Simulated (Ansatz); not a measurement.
**V_Br in KBr (Fm-3m): charge-transition levels and formation energies**

Wanted: the transition levels of a vacancy in KBr (Fm-3m), from a cell of 54 host atoms with 1 Br taken out.

Main program and level: Ansatz 0.2.0; place-levels on HSE06 runs: charge-transition levels and formation energies with image-charge correction and potential alignment at the atomic sites; PAW set soft_1.

In doubt: a hybrid run on one k-point (in some of the runs), which bears on gaps, levels and energies.

### Step 1. Set-up

The cell holds 53 atoms: 27 K and 26 Br. Its edges and angles: a = 13.895 Å, b = 13.895 Å, c = 13.895 Å, α = 60.0°, β = 60.0°, γ = 60.0°. It derives from KBr (space group Fm-3m). Nearest the centre at fractional (0.500, 0.500, 0.500): K46 at 3.27 Å, K50 at 3.27 Å, K34 at 3.27 Å, K28 at 3.27 Å, K44 at 3.27 Å, K32 at 3.27 Å, Br10 at 4.63 Å, Br22 at 4.63 Å.

As a file:

```xyz
53
Lattice="0.0000 9.8249 9.8249 9.8249 0.0000 9.8249 9.8249 9.8249 0.0000" Properties=species:S:1:pos:R:3 pbc="T T T"
K     0.0000    0.0000    0.0000
Br    3.2750    3.2750    3.2750
K     3.2750    3.2750    0.0000
Br    6.5499    6.5499    3.2750
K     6.5499    6.5499    0.0000
Br    9.8249    9.8249    3.2750
K     3.2750    0.0000    3.2750
Br    6.5499    3.2750    6.5499
K     6.5499    3.2750    3.2750
Br    9.8249    6.5499    6.5499
K     9.8249    6.5499    3.2750
Br   13.0999    9.8249    6.5499
K     6.5499    0.0000    6.5499
Br    9.8249    3.2750    9.8249
K     9.8249    3.2750    6.5499
Br   13.0999    6.5499    9.8249
K    13.0999    6.5499    6.5499
Br   16.3748    9.8249    9.8249
K     0.0000    3.2750    3.2750
Br    3.2750    6.5499    6.5499
K     3.2750    6.5499    3.2750
Br    6.5499    9.8249    6.5499
K     6.5499    9.8249    3.2750
Br    9.8249   13.0999    6.5499
K     3.2750    3.2750    6.5499
Br    6.5499    6.5499    9.8249
K     6.5499    6.5499    6.5499
K     9.8249    9.8249    6.5499
Br   13.0999   13.0999    9.8249
K     6.5499    3.2750    9.8249
Br    9.8249    6.5499   13.0999
K     9.8249    6.5499    9.8249
Br   13.0999    9.8249   13.0999
K    13.0999    9.8249    9.8249
Br   16.3748   13.0999   13.0999
K     0.0000    6.5499    6.5499
Br    3.2750    9.8249    9.8249
K     3.2750    9.8249    6.5499
Br    6.5499   13.0999    9.8249
K     6.5499   13.0999    6.5499
Br    9.8249   16.3748    9.8249
K     3.2750    6.5499    9.8249
Br    6.5499    9.8249   13.0999
K     6.5499    9.8249    9.8249
Br    9.8249   13.0999   13.0999
K     9.8249   13.0999    9.8249
Br   13.0999   16.3748   13.0999
K     6.5499    6.5499   13.0999
Br    9.8249    9.8249   16.3748
K     9.8249    9.8249   13.0999
Br   13.0999   13.0999   16.3748
K    13.0999   13.0999   13.0999
Br   16.3748   16.3748   16.3748
```

The host's dielectric constants go in as inputs: 2.62 for the electrons alone, 5.31 with the ions, from a response run on this crystal (DFPT, PBEsol) at that run's own cell.

The cell's shortest repeat is 13.9 Å.

### Step 2. What was run first

A transition level is the Fermi level at which two charge states cost the same, so each charge needs its own total energy, at its own relaxed structure.

Random displacements of about 0.05 Å break the site symmetry at the start, so that the relaxation can reach a distorted minimum if there is one. Forces are taken at one point at (¼, ¼, ¼). The cell holds 1 electron more than the neutral one, with a uniform background that keeps it neutral on the whole.

One of the inputs; charge, spin and start change from state to state.

qm1.relax/input.yaml reads:

```yaml
crystal:
  lattice:
    - [0.0, 3.27496591, 3.27496591]
    - [3.27496591, 0.0, 3.27496591]
    - [3.27496591, 3.27496591, 0.0]
  atoms:
    - { symbol: K, position: [0.0, 0.0, 0.0] }
    - { symbol: Br, position: [0.5, 0.5, 0.5] }
  supercell: [3, 3, 3]
  defects: [{ vacancy: 27 }]
total_charge: -1
basis:
  ecutwfc: 420
  xc_grid: 2
hamiltonian:
  xc: pbesol
  pseudopotentials: { kind: paw, azcp: { folder: soft_1 }, xc_functional: pbe }
kpoints:
  mp_grid: { grid: [1, 1, 1], shift: [0.25, 0.25, 0.25] }
scf:
  occupations: { method: fixed }
  max_iter: 60
output:
  forces: true
  charged_corrections:
    epsilon: 2.62
    static_epsilon: 5.31
    defect_position: [0.5, 0.5, 0.5]
relax:
  f_tol: 0.02
  max_steps: 60
  random_displacement: { amplitude: 0.05, seed: 6243 }
checkpoint:
  write: "../qm1.relax.run"
  compress: false
  write_wavefunctions: true
  write_every: 100000
```

Launch:

```bash
ansatz run input.yaml --threads 8 --pin off --max-ram 18841MiB --backend cpu --events-out ev --progress --plain --runs-dir out
```

Exact exchange opens the gap and lessens the self-interaction that spreads bound carriers; this run is a single point that starts from the saved hybrid relaxation.

The run of this state that the levels use, under HSE06:

qm1.hybq/input.yaml reads:

```yaml
crystal:
  checkpoint: "../qm1.hrelax.run"
  host: checkpoint
total_charge: -1
basis:
  ecutwfc: 420
  xc_grid: 2
hamiltonian:
  xc: hse06
  pseudopotentials: { kind: paw, azcp: { folder: soft_1 } }
kpoints:
  mp_grid: { grid: [1, 1, 1], shift: [0.25, 0.25, 0.25] }
scf:
  occupations: { method: fixed }
  max_iter: 60
output:
  forces: true
  charged_corrections:
    epsilon: 2.62
    static_epsilon: 5.31
    defect_position: [0.5, 0.5, 0.5]
  eigenvalues: true
  eigenstates: { localisation: true }
  populations: true
checkpoint:
  read: "../qm1.hrelax.run"
  write: "../qm1.hybq.run"
  compress: false
  write_wavefunctions: false
  write_every: 100000
```

Relaxations under PBEsol at one point at (¼, ¼, ¼); times on 8 threads of Arm Neoverse V2, shared host:

```tsv
charge	moment (μB)	occupations	outcome	steps	largest displacement against the far atoms (Å)	time
−1	0	fixed	converged	3	0.05	30 s
0	1	fixed	converged	3	0.04	61 s
+1	0	fixed	converged	4	0.24	36 s
```

Relaxations under HSE06 at the zone centre alone; times on 8 threads of Arm Neoverse V2, shared host:

```tsv
charge	moment (μB)	occupations	outcome	steps	largest displacement against the far atoms (Å)	time
−1	0	fixed	converged	2	0.09	2.4 min
0	1	fixed	converged	2	0.01	4.4 min
+1	0	fixed	converged	2	0.21	2.3 min
```

Single points under HSE06 at one point at (¼, ¼, ¼); times on 8 threads of Arm Neoverse V2, shared host:

```tsv
charge	moment (μB)	occupations	outcome	time
−1	0	fixed	converged	4.2 min
0	1	fixed	converged	7.9 min
+1	0	fixed	converged	3.8 min
```

Distances (Å) from the ideal centre to the nearest atoms after relaxation with HSE06:

```tsv
charge	moment (μB)	1.	2.	3.	4.	5.	6.
−1	0	K 3.18	K 3.19	K 3.19	K 3.19	K 3.19	K 3.19
0	1	K 3.27	K 3.27	K 3.27	K 3.28	K 3.28	K 3.28
+1	0	K 3.48	K 3.49	K 3.49	K 3.49	K 3.49	K 3.49
```

### Step 3. Placing the levels, HSE06

A charged cell interacts with its images and the background, and its potential has another zero than the host's. place-levels removes the first by a point-charge model, screened by the static dielectric constant since the ions have relaxed around the charge, and the second by comparing potentials at atoms far from the defect.

The host is a run of the defect-free crystal in the same cutoffs, grids and k-points, so that basis and sampling errors cancel in part in the differences. The host is run in a cell of 2 atoms on a matching mesh. Its band edges are searched through the zone by a band path, so the gap is smaller than, or equal to, that on the mesh. Chemical potentials are energies per atom of Br (solid Br2 (Cmce)), run with the same functional and cutoff.

levels.hybq.yaml reads:

```yaml
host:
  run: host.hybq.run
states: [qm1.hybq.run, q0_M1.hybq.run, qp1.hybq.run]
geometry_from:
  qm1.hybq.run: qm1.hrelax.run
  q0_M1.hybq.run: q0_M1.hrelax.run
  qp1.hybq.run: qp1.hrelax.run
chemical_potentials:
  Br:
    energy: -2784.908707
    dataset: "<sha256 of the dataset>"
```

Launch:

```bash
ansatz place-levels levels.hybq.yaml -- --threads 8 --pin off --max-ram 18841MiB
```

Numbers of over 12 decimals in the logs are rounded to 6 here.

What it wrote:

```text
[... repeated set-up lines and file paths are left out, and long positions are rounded to six places ...]
(+1/0) 4.438 eV above the valence edge, 1.229 eV under the conduction edge
(0/-1) 5.581 eV above the valence edge, 0.086 eV under the conduction edge
formation energy of charge +1: -0.191 eV with the Fermi level at the valence edge
formation energy of charge 0: +4.247 eV with the Fermi level at the valence edge
formation energy of charge -1: +9.828 eV with the Fermi level at the valence edge
  edges by hse06, gap 5.667 eV; the host is sampled to repeats of 13.89 Å
  the defect's cells are sampled to repeats of 13.89 Å, like sampling
  charge +1: -114055.5245 eV with its correction of +0.187 eV, at epsilon 5.31, aligned at sites: -0.1292 eV, mean over 21 atomic sites at or beyond 6.95 Å from the defect at [0.5000, 0.5000, 0.5000], with -0.000000 for the charge's moments and without [...]
  charge 0: +0.000 eV for its dipole among its images, +0.000 omitted
  charge -1: -114044.7514 eV with its correction of +0.401 eV, at epsilon 5.31, aligned at sites: -0.0842 eV, mean over 21 atomic sites at or beyond 6.95 Å from the defect at [0.5000, 0.5000, 0.5000], with +0.000000 for the charge's moments and without [...]
  of the host: (host) hybrid's levels can ripple along a path where its exchange mesh is coarse, and an extremum then takes the crest, of which none of its warnings tells: converge the edges in the exchange mesh (kpoints.mp_grid)
  of states[2] (qp1.hybq.run): how wide its charge is, is not read beside other atoms or cores, and a band state would take no correction. [...]
  of states[1] (q0_M1.hybq.run): its alignment with the host at atomic sites is doubtful: the cell is too small to show whether the defect's potential has decayed: take a larger one; stability_check_not_made; [...]
  of states[0] (qm1.hybq.run): how wide its charge is, is not read beside other atoms or cores, and a band state would take no correction. [...]
```

It took 0.15 s on 8 threads of Arm Neoverse V2, shared host.

Levels between the charges placed, in eV above the valence top:

```tsv
	gap (eV)	(+1/0)	(0/−1)
HSE06	5.67	4.44	5.58
```

Corrections by state:

```tsv
charge	moment (μB)	image terms and alignment (eV)	band filling (eV)	ε used	over the lowest of its charge, as the program ranks them, band filling apart (eV)
+1	0.0	0.187	-	5.31	0.000
0	1.0	0.000	-	-	0.000
−1	0.0	0.401	-	5.31	0.000
```

From the program's caveats on the states, each cut to its opening words:

- charge +1, −1: how wide its charge is, is not read beside other atoms or cores, and a band state would take no correction
- charge +1, 0 (1 μB), −1: its alignment with the host at atomic sites is doubtful: the cell is too small to show whether the defect's potential has decayed: take a larger one
- charge 0 (1 μB): flagged: stability check not made

The host's formation energy from the elements is -1.930 eV per atom; it sets how far the chemical potentials can move.

Limit set by the element alone; other compounds of these elements are not counted. Chemical potentials from the elements' reference states: Br 0.00 eV, K -3.86 eV. Formation energy by charge state (Br-rich; gap 5.67 eV):

```tsv
charge	at valence top (eV)	at conduction bottom (eV)	correction included (eV)
+1	-0.19	5.48	0.19
0	4.25	4.25	0.00
−1	9.83	4.16	0.40
```

```csv
Fermi level (eV),lowest formation energy (eV)
0.00,-0.19
0.51,0.32
1.03,0.84
1.54,1.35
2.06,1.87
2.57,2.38
3.09,2.90
3.61,3.42
4.12,3.93
4.64,4.25
5.15,4.25
5.67,4.16
```

Limit set by the element alone; other compounds of these elements are not counted. Chemical potentials from the elements' reference states: K 0.00 eV, Br -3.86 eV. Formation energies (K-rich), with the Fermi level at the valence top and at the conduction bottom (gap 5.67 eV):

```tsv
charge	at valence top (eV)	at conduction bottom (eV)	correction included (eV)
+1	-4.05	1.61	0.19
0	0.39	0.39	0.00
−1	5.97	0.30	0.40
```

```json
{"Fermi level (eV)": "0.00", "lowest formation energy (eV)": "-4.05"}
{"Fermi level (eV)": "0.51", "lowest formation energy (eV)": "-3.54"}
{"Fermi level (eV)": "1.03", "lowest formation energy (eV)": "-3.02"}
{"Fermi level (eV)": "1.54", "lowest formation energy (eV)": "-2.51"}
{"Fermi level (eV)": "2.06", "lowest formation energy (eV)": "-1.99"}
{"Fermi level (eV)": "2.57", "lowest formation energy (eV)": "-1.48"}
{"Fermi level (eV)": "3.09", "lowest formation energy (eV)": "-0.96"}
{"Fermi level (eV)": "3.61", "lowest formation energy (eV)": "-0.44"}
{"Fermi level (eV)": "4.12", "lowest formation energy (eV)": "0.07"}
{"Fermi level (eV)": "4.64", "lowest formation energy (eV)": "0.39"}
{"Fermi level (eV)": "5.15", "lowest formation energy (eV)": "0.39"}
{"Fermi level (eV)": "5.67", "lowest formation energy (eV)": "0.30"}
```

### Step 4. Summary of results

```yaml
gap_of_the_host: 5.67 eV (HSE06)
level_plus_1_over_0: 4.44 eV above the valence top
level_0_minus_1: 5.58 eV above the valence top
lowest_of_the_charges_placed_just_above_the_valence_top_0p02_ev: +1
lowest_of_the_charges_placed_just_below_the_conduction_bottom_0p02_ev: −1
lowest_formation_energy_at_mid_gap_of_the_charges_run_br_rich: 2.64 eV
lowest_formation_energy_at_mid_gap_of_the_charges_run_k_rich: -1.22 eV
```

Of the charges placed (−1, 0 and +1), the lowest changes at 4.44 eV (+1/0) and 5.58 eV (0/−1) above the valence top, in a gap of 5.67 eV. (0/−1) lies nearer to a band edge than the share of the finite-size correction in it (0.40 eV), and that correction holds for a localised charge alone. (0/−1) lies 0.09 eV from a band edge, less than the doubt on such levels. Charges above +1 and below −1 were not placed, so these runs say nothing of levels that involve them. States placed: +1 at 0 μB; 0 at 1 μB; −1 at 0 μB. Other spin states or structures, where not listed, weren't placed. The program doubts the alignment of potentials for at least one state, a sign that the cell is small. What this leaves open: one k-point off the zone centre stands for the whole zone.

[Logs are printed without paths, hosts, clocks, repeated set-up lines and the standing remarks that a program may print on its own settings, such as how far it seeks lower states.]

[Hosts, paths, dates, database ids (printed as entryN), source tags and the programs' standing remarks are cut or masked in the printed files.]

[Where a table of states has a column of steps, it counts the stored structures, which are thinned; the runs took as many ionic steps or more.]

[A defect's name tells the site on which it was built; relaxed atoms can leave that site.]

[For some hosts the program warned that the k-mesh of the response run may be too coarse for force constants and the static dielectric constant; such warnings are not shown here.]
